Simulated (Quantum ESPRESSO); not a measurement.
## Moments of Fe3Ni5 from a parallel start

Does Fe3Ni5 keep a moment from a parallel start?

Main program and level: Quantum ESPRESSO 7.5; PBE; plane waves with GBRV 1.5 PBE potentials, no spin-orbit coupling.

## 1. The structure

The structure is orthorhombic, space group Pmmm (No. 47). Conventional cell: a = 3.553 Å, b = 3.553 Å, c = 7.105 Å, α = 90.00°, β = 90.00°, γ = 90.00°. Fe has 10 Ni at 2.51 Å and 2 Fe at 2.51 Å nearest. Ni has 6 Ni at 2.51 Å and 6 Fe at 2.51 Å nearest. Nearest to Fe lie 8 Ni at 2.51 Å and 4 Fe at 2.51 Å. Nearest to Ni lie 4 Ni at 2.51 Å and 8 Fe at 2.51 Å. Ni has 8 Ni at 2.51 Å and 4 Fe at 2.51 Å nearest. Nearest to Ni lie 4 Fe at 2.51 Å and 8 Ni at 2.51 Å. Farther neighbours are not listed.

The cell was typed by rule, not taken from a database of measured structures.

## 2. Start 1: ferro ++++++++

The signs are those of the starting moments on the seeded atoms, the atoms that are given a moment.

pw.in reads:

```
&CONTROL
  calculation = 'scf'
  prefix = 'pwscf'
  outdir = './tmp'
  pseudo_dir = './pseudo'
  disk_io = 'nowf'
/
&SYSTEM
  ibrav = 0
  celldm(1) = 8
  nat = 8
  ntyp = 2
  ecutwfc = 40
  ecutrho = 280
  nbnd = 90
  occupations = 'smearing'
  smearing = 'fd'
  degauss = 0.00367493
  nspin = 2
  starting_magnetization(1) = 0.1562
  starting_magnetization(2) = 0.0389
/
&ELECTRONS
  conv_thr = 1.6d-08
  electron_maxstep = 150
  mixing_beta = 0.3
/
ATOMIC_SPECIES
Fe     55.8450 fe_pbe_v1.5.uspp.F.UPF
Ni     58.6934 ni_pbe_v1.4.uspp.F.UPF
CELL_PARAMETERS alat
   0.8391565072166    0.0000000000000    0.0000000000000
   0.0000000000000    0.8391565072166    0.0000000000000
   0.0000000000000    0.0000000000000    1.6783130144333
ATOMIC_POSITIONS crystal
Fe      0.0000000000    0.0000000000    0.0000000000
Ni      0.5000000000    0.5000000000    0.0000000000
Fe      0.5000000000    0.0000000000    0.2500000000
Ni      0.0000000000    0.5000000000    0.2500000000
Fe      0.0000000000    0.0000000000    0.5000000000
Ni      0.5000000000    0.5000000000    0.5000000000
Ni      0.5000000000    0.0000000000    0.7500000000
Ni      0.0000000000    0.5000000000    0.7500000000
K_POINTS automatic
9 9 5 0 0 0
```

Command:

```sh
OMP_NUM_THREADS=1 mpirun -n 4 pw.x -nk 4 -in pw.in > pw.out
```

Log:

```text
Program PWSCF v.7.5 starts

     Message from routine setup:
     using ibrav=0 with symmetry is DISCOURAGED, use correct ibrav instead

     K-points division:     npool     =       4
     Subspace diagonalization in iterative solution of the eigenvalue problem:

     G-vector sticks info
     --------------------
     sticks:   dense  smooth     PW     G-vecs:    dense   smooth      PW
     Sum         997     577    177                47827    20775    3429

     Using Slab Decomposition

     bravais-lattice index     =            0
     lattice parameter (alat)  =       8.0000  a.u.
     unit-cell volume          =     605.1024 (a.u.)^3
     number of atoms/cell      =            8
     number of atomic types    =            2
     number of electrons       =       138.00
     number of Kohn-Sham states=           90
     kinetic-energy cutoff     =      40.0000  Ry
     charge density cutoff     =     280.0000  Ry
     scf convergence threshold =      1.6E-08
     mixing beta               =       0.3000
     number of iterations used =            8  plain     mixing
     Exchange-correlation=  SLA  PW   PBX  PBC
                           (   1   4   3   4   0   0   0)

     celldm(1)=   8.000000  celldm(2)=   0.000000  celldm(3)=   0.000000
     celldm(4)=   0.000000  celldm(5)=   0.000000  celldm(6)=   0.000000

     crystal axes: (cart. coord. in units of alat)
               a(1) = (   0.839157   0.000000   0.000000 )
               a(2) = (   0.000000   0.839157   0.000000 )
               a(3) = (   0.000000   0.000000   1.678313 )

     reciprocal axes: (cart. coord. in units 2 pi/alat)
               b(1) = (  1.191673  0.000000  0.000000 )
               b(2) = (  0.000000  1.191673  0.000000 )
               b(3) = (  0.000000  0.000000  0.595836 )

     PseudoPot. # 1 for Fe read from file:
     fe_pbe_v1.5.uspp.F.UPF
     Pseudo is Ultrasoft + core correction, Zval = 16.0
     Generated by new atomic code, or converted to UPF format
     Using radial grid of  861 points,  6 beta functions with:
                l(1) =   0
                l(2) =   0
                l(3) =   1
                l(4) =   1
                l(5) =   2
                l(6) =   2
     Q(r) pseudized with  8 coefficients,  rinner =    1.000   1.000   1.000
                                                       1.000   1.000

     PseudoPot. # 2 for Ni read from file:
     ni_pbe_v1.4.uspp.F.UPF
     Pseudo is Ultrasoft + core correction, Zval = 18.0
     Generated by new atomic code, or converted to UPF format
     Using radial grid of  865 points,  6 beta functions with:
                l(1) =   0
                l(2) =   0
                l(3) =   1
                l(4) =   1
                l(5) =   2
                l(6) =   2
     Q(r) pseudized with 10 coefficients,  rinner =    0.980   0.980   0.980
                                                       0.980   0.980

     atomic species   valence    mass     pseudopotential
     Fe               16.00    55.84500     Fe( 1.00)
     Ni               18.00    58.69340     Ni( 1.00)

     Starting magnetic structure
     atomic species   magnetization
     Fe              0.156
     Ni              0.039

      8 Sym. Ops., with inversion, found ( 4 have fractional translation)

   Cartesian axes

     site n.     atom                  positions (alat units)
         1        Fe     tau(   1) = (   0.0000000   0.0000000   0.0000000  )
         2        Ni     tau(   2) = (   0.4195783   0.4195783   0.0000000  )
         3        Fe     tau(   3) = (   0.4195783   0.0000000   0.4195783  )
         4        Ni     tau(   4) = (   0.0000000   0.4195783   0.4195783  )
         5        Fe     tau(   5) = (   0.0000000   0.0000000   0.8391565  )
         6        Ni     tau(   6) = (   0.4195783   0.4195783   0.8391565  )
         7        Ni     tau(   7) = (   0.4195783   0.0000000   1.2587348  )
         8        Ni     tau(   8) = (   0.0000000   0.4195783   1.2587348  )

     number of k points=    75  Fermi-Dirac smearing, width (Ry)=  0.0037
                       cart. coord. in units 2pi/alat
        k(    1) = (   0.0000000   0.0000000   0.0000000), wk =   0.0024691
        k(    2) = (   0.0000000   0.0000000   0.1191673), wk =   0.0049383
        k(    3) = (   0.0000000   0.0000000   0.2383346), wk =   0.0049383
        k(    4) = (   0.0000000   0.1324081   0.0000000), wk =   0.0049383
        k(    5) = (   0.0000000   0.1324081   0.1191673), wk =   0.0098765
        [... 70 further k-points ...]

     Dense  grid:    47827 G-vectors     FFT dimensions: (  36,  36,  72)

     Smooth grid:    20775 G-vectors     FFT dimensions: (  27,  27,  60)

     Check: negative core charge=   -0.000042
     Generating pointlists ...
     new r_m :   0.2448 (alat units)  1.9581 (a.u.) for type    1
     new r_m :   0.2448 (alat units)  1.9581 (a.u.) for type    2

     Initial potential from superposition of free atoms

     starting charge     125.0000, renormalised to     138.0000
     Starting wfcs are  104 randomized atomic wfcs

     Self-consistent Calculation

     iteration #  1     ecut=    40.00 Ry     beta= 0.30
     Davidson diagonalization with overlap
     ethr =  1.00E-02,  avg # of iterations =  3.1

     total energy              =   -2419.74403650 Ry
     estimated scf accuracy    <     184.74983459 Ry

     total magnetization       =     2.99 Bohr mag/cell
     absolute magnetization    =     3.14 Bohr mag/cell

     iteration #  2     ecut=    40.00 Ry     beta= 0.30
     Davidson diagonalization with overlap
     ethr =  1.00E-02,  avg # of iterations =  3.0

     total energy              =   -2454.22561278 Ry
     estimated scf accuracy    <     132.99588423 Ry

     total magnetization       =     0.63 Bohr mag/cell
     absolute magnetization    =     0.74 Bohr mag/cell

     iteration #  3     ecut=    40.00 Ry     beta= 0.30
     Davidson diagonalization with overlap
     ethr =  1.00E-02,  avg # of iterations =  3.2

     total energy              =   -2452.22996218 Ry
     estimated scf accuracy    <     164.32546211 Ry

     total magnetization       =     1.46 Bohr mag/cell
     absolute magnetization    =     1.69 Bohr mag/cell

     [... further iterations left out ...]

     iteration # 35     ecut=    40.00 Ry     beta= 0.30
     Davidson diagonalization with overlap
     ethr =  1.16E-09,  avg # of iterations =  1.1

     total energy              =   -2467.47776135 Ry
     estimated scf accuracy    <       0.00000057 Ry

     total magnetization       =    11.47 Bohr mag/cell
     absolute magnetization    =    12.60 Bohr mag/cell

     iteration # 36     ecut=    40.00 Ry     beta= 0.30
     Davidson diagonalization with overlap
     ethr =  4.12E-10,  avg # of iterations =  1.0

     total energy              =   -2467.47776141 Ry
     estimated scf accuracy    <       0.00000018 Ry

     total magnetization       =    11.47 Bohr mag/cell
     absolute magnetization    =    12.60 Bohr mag/cell

     iteration # 37     ecut=    40.00 Ry     beta= 0.30
     Davidson diagonalization with overlap
     ethr =  1.34E-10,  avg # of iterations =  1.0

     total energy              =   -2467.47776144 Ry
     estimated scf accuracy    <       0.00000004 Ry

     total magnetization       =    11.47 Bohr mag/cell
     absolute magnetization    =    12.60 Bohr mag/cell

     iteration # 38     ecut=    40.00 Ry     beta= 0.30
     Davidson diagonalization with overlap
     ethr =  2.70E-11,  avg # of iterations =  1.6

     Magnetic moment per site  (integrated on atomic sphere of radius R)
     atom   1 (R=0.245)  charge= 14.4409  magn=  2.8214
     atom   2 (R=0.245)  charge= 16.7808  magn=  0.7074
     atom   3 (R=0.245)  charge= 14.4879  magn=  2.6356
     atom   4 (R=0.245)  charge= 16.7957  magn=  0.7042
     atom   5 (R=0.245)  charge= 14.4409  magn=  2.8214
     atom   6 (R=0.245)  charge= 16.7808  magn=  0.7074
     atom   7 (R=0.245)  charge= 16.7640  magn=  0.7113
     atom   8 (R=0.245)  charge= 16.7660  magn=  0.7064

     End of self-consistent calculation

     Number of k-points >= 100: set verbosity='high' to print the bands.

     the Fermi energy is    17.9569 ev

!    total energy              =   -2467.47776144 Ry
     estimated scf accuracy    <          5.9E-09 Ry
     smearing contrib. (-TS)   =      -0.00328268 Ry
     internal energy E=F+TS    =   -2467.47447876 Ry

     The total energy is F=E-TS. E is the sum of the following terms:
     one-electron contribution =   -1319.50396565 Ry
     hartree contribution      =     745.45379002 Ry
     xc contribution           =    -265.56732510 Ry
     ewald contribution        =   -1627.85697803 Ry

     total magnetization       =    11.47 Bohr mag/cell
     absolute magnetization    =    12.60 Bohr mag/cell

     convergence has been achieved in  38 iterations

=------------------------------------------------------------------------------=
   JOB DONE.
=------------------------------------------------------------------------------=
```

The job ended after 10 min (4 MPI ranks of Intel Xeon at 2.70GHz, shared host; peak memory 1 GiB).

Spin moment in the atom's sphere by atom:

```
atom  spin moment in the atom's sphere (μB)
 Fe1                                   2.82
 Ni2                                   0.71
 Fe3                                   2.64
 Ni4                                   0.70
 Fe5                                   2.82
 Ni6                                   0.71
 Ni7                                   0.71
 Ni8                                   0.71
```

Numbers from this step:

- smearing term TS: 0.04466 eV
- magnetization: 11.47 μB
- absolute magnetization: 12.60 μB
- final state: ferromagnetic

Spin density in the ac plane at fractional y = 0.000, with atoms of Fe and Ni within 0.2 Å of it.

Ten even steps from '_' (0.0 e/Å³) to '@' (6.0 e/Å³), each cell a mean:
```
##==..__________________..++
::..______________________..
____________________________
____________________________
____________....____________
____________::--::__________
____________..::..__________
____________________________
____________________________
..__________________________
**--..__________________..==
@@**::__________________--##
##==..__________________..++
::..______________________..
____________________________
______________..____________
__________..--++--..________
__________::##@@**::________
__________..==##--..________
____________..::..__________
____________________________
..__________________________
**--..__________________..==
@@**::__________________--##
```
Columns run along a (3.6 Å), rows up along c (7.1 Å). Atoms in or near the plane, at fractional coordinates: Fe at (0.00, 0.00), Fe at (0.50, 0.25), Fe at (0.00, 0.50), Ni at (0.50, 0.75).

Valence density in the ac plane at fractional y = 0.000, with atoms of Fe and Ni within 0.2 Å of it. It is the smooth field of the valence electrons, not physical close to the nuclei.

Ten even steps from '_' (0 e/Å³) to '@' (37 e/Å³), each cell a mean:
```
++==..__________________..==
....______________________..
____________________________
____________________________
__________..==**--..________
__________::%%@@##::________
__________..++%%++..________
____________..::..__________
____________________________
____________________________
==--____________________..--
++++..__________________::++
++--..__________________..==
....______________________..
____________________________
____________________________
__________..--==--__________
__________::++++++..________
__________..==++==..________
____________......__________
____________________________
____________________________
==--____________________..--
++++..__________________::++
```
Columns run along a (3.6 Å), rows up along c (7.1 Å). Atoms in or near the plane, at fractional coordinates: Fe at (0.00, 0.00), Fe at (0.50, 0.25), Fe at (0.00, 0.50), Ni at (0.50, 0.75).

## 3. Start 2: no spin polarisation

Edit pw.in of step 2 so:

```diff
@@ -14,3 +14,3 @@
   ecutrho = 280
-  nbnd = 90
+  nbnd = 84
   occupations = 'smearing'
@@ -18,5 +18,2 @@
   degauss = 0.00367493
-  nspin = 2
-  starting_magnetization(1) = 0.1562
-  starting_magnetization(2) = 0.0389
 /
```

Log:

```text
[banner, memory and clock lines left out]
Program PWSCF v.7.5 starts

     Message from routine setup:
     using ibrav=0 with symmetry is DISCOURAGED, use correct ibrav instead

     bravais-lattice index     =            0
     lattice parameter (alat)  =       8.0000  a.u.
     unit-cell volume          =     605.1024 (a.u.)^3
     number of atoms/cell      =            8
     number of atomic types    =            2
     number of electrons       =       138.00
     number of Kohn-Sham states=           84
     kinetic-energy cutoff     =      40.0000  Ry
     charge density cutoff     =     280.0000  Ry
     scf convergence threshold =      1.6E-08
     mixing beta               =       0.3000
     number of iterations used =            8  plain     mixing
     Exchange-correlation=  SLA  PW   PBX  PBC
                           (   1   4   3   4   0   0   0)

     celldm(1)=   8.000000  celldm(2)=   0.000000  celldm(3)=   0.000000
     celldm(4)=   0.000000  celldm(5)=   0.000000  celldm(6)=   0.000000

     crystal axes: (cart. coord. in units of alat)
               a(1) = (   0.839157   0.000000   0.000000 )
               a(2) = (   0.000000   0.839157   0.000000 )
               a(3) = (   0.000000   0.000000   1.678313 )

     reciprocal axes: (cart. coord. in units 2 pi/alat)
               b(1) = (  1.191673  0.000000  0.000000 )
               b(2) = (  0.000000  1.191673  0.000000 )
               b(3) = (  0.000000  0.000000  0.595836 )

     PseudoPot. # 1 for Fe read from file:
     fe_pbe_v1.5.uspp.F.UPF
     Pseudo is Ultrasoft + core correction, Zval = 16.0

     PseudoPot. # 2 for Ni read from file:
     ni_pbe_v1.4.uspp.F.UPF
     Pseudo is Ultrasoft + core correction, Zval = 18.0

     atomic species   valence    mass     pseudopotential
     Fe               16.00    55.84500     Fe( 1.00)
     Ni               18.00    58.69340     Ni( 1.00)

      8 Sym. Ops., with inversion, found ( 4 have fractional translation)

   Cartesian axes

     site n.     atom                  positions (alat units)
         1        Fe     tau(   1) = (   0.0000000   0.0000000   0.0000000  )
         2        Ni     tau(   2) = (   0.4195783   0.4195783   0.0000000  )
         3        Fe     tau(   3) = (   0.4195783   0.0000000   0.4195783  )
         4        Ni     tau(   4) = (   0.0000000   0.4195783   0.4195783  )
         5        Fe     tau(   5) = (   0.0000000   0.0000000   0.8391565  )
         6        Ni     tau(   6) = (   0.4195783   0.4195783   0.8391565  )
         7        Ni     tau(   7) = (   0.4195783   0.0000000   1.2587348  )
         8        Ni     tau(   8) = (   0.0000000   0.4195783   1.2587348  )

     number of k points=    75  Fermi-Dirac smearing, width (Ry)=  0.0037
                       cart. coord. in units 2pi/alat
        k(    1) = (   0.0000000   0.0000000   0.0000000), wk =   0.0049383
        k(    2) = (   0.0000000   0.0000000   0.1191673), wk =   0.0098765
        k(    3) = (   0.0000000   0.0000000   0.2383346), wk =   0.0098765
        k(    4) = (   0.0000000   0.1324081   0.0000000), wk =   0.0098765
        k(    5) = (   0.0000000   0.1324081   0.1191673), wk =   0.0197531
        [... 70 further k-points ...]

     Dense  grid:    47827 G-vectors     FFT dimensions: (  36,  36,  72)

     Smooth grid:    20775 G-vectors     FFT dimensions: (  27,  27,  60)

     Check: negative core charge=   -0.000042

     Initial potential from superposition of free atoms

     starting charge     125.0000, renormalised to     138.0000
     Starting wfcs are  104 randomized atomic wfcs

     Self-consistent Calculation

     iteration #  1     ecut=    40.00 Ry     beta= 0.30
     Davidson diagonalization with overlap
     ethr =  1.00E-02,  avg # of iterations =  3.0

     total energy              =   -2418.37070762 Ry
     estimated scf accuracy    <     187.40954098 Ry

     iteration #  2     ecut=    40.00 Ry     beta= 0.30
     Davidson diagonalization with overlap
     ethr =  1.00E-02,  avg # of iterations =  3.1

     total energy              =   -2454.61569609 Ry
     estimated scf accuracy    <     137.52087179 Ry

     [... further iterations left out ...]

     iteration # 21     ecut=    40.00 Ry     beta= 0.30
     Davidson diagonalization with overlap
     ethr =  9.44E-10,  avg # of iterations =  1.0

     total energy              =   -2467.30262519 Ry
     estimated scf accuracy    <       0.00000011 Ry

     iteration # 22     ecut=    40.00 Ry     beta= 0.30
     Davidson diagonalization with overlap
     ethr =  8.04E-11,  avg # of iterations =  1.1

     End of self-consistent calculation

     [... lines left out ...]
     the Fermi energy is    17.6644 ev

!    total energy              =   -2467.30262521 Ry
     estimated scf accuracy    <       0.00000001 Ry
     smearing contrib. (-TS)   =      -0.01256091 Ry
     internal energy E=F+TS    =   -2467.29006431 Ry

     The total energy is F=E-TS. E is the sum of the following terms:
     one-electron contribution =   -1319.05229800 Ry
     hartree contribution      =     744.50123768 Ry
     xc contribution           =    -264.88202596 Ry
     ewald contribution        =   -1627.85697803 Ry

     convergence has been achieved in  22 iterations
```

Wall time 2.9 min (4 MPI ranks); peak memory 0.69 GiB; 12 min of CPU time.

This step gave:

- smearing term TS: 0.1709 eV
- final state: non-magnetic (no spin polarisation)

## 4. The states side by side

An order is kept where moments of 0.15 μB or more survive with the typed signs; meshes match where a doubled cell samples the same k points as the first cell.

Orders:

```
               start    final state  typed order kept  energy over the lowest (meV a seeded atom)  largest site moment (μB)  net moment (μB a cell of the first run)  mesh matched  CPU time (s)
      ferro ++++++++  ferromagnetic               yes                                           0                     2.821                                    11.47           yes          2511
no spin polarisation   non-magnetic                 -                                       297.9                         0                                        0           yes         690.2
```

## 5. What came out

| Quantity | Value |
| --- | --- |
| state found | ferromagnetic (from ferro ++++++++) |
| largest site moment | 2.82 μB |
| state without moments | 298 meV a seeded atom higher |

What this shows: No opposed start was run, so this says nothing of the order that the crystal takes. The cell was built by rule and the atoms were not relaxed, which can move these energies.

[Logs and program files are shortened in this print: banners, set-up blocks, solver, clock and traceback lines can be left out without a mark of their own.]

[Logs are printed without paths, hosts, clocks, repeated set-up lines and the standing remarks that a program may print on its own settings, such as how far it seeks lower states.]

[Hosts, paths, dates, database ids (printed as entryN), source tags and the programs' standing remarks are cut or masked in the printed files.]

[Where a cell is said to come from a database of computed structures, the database is the Materials Project.]
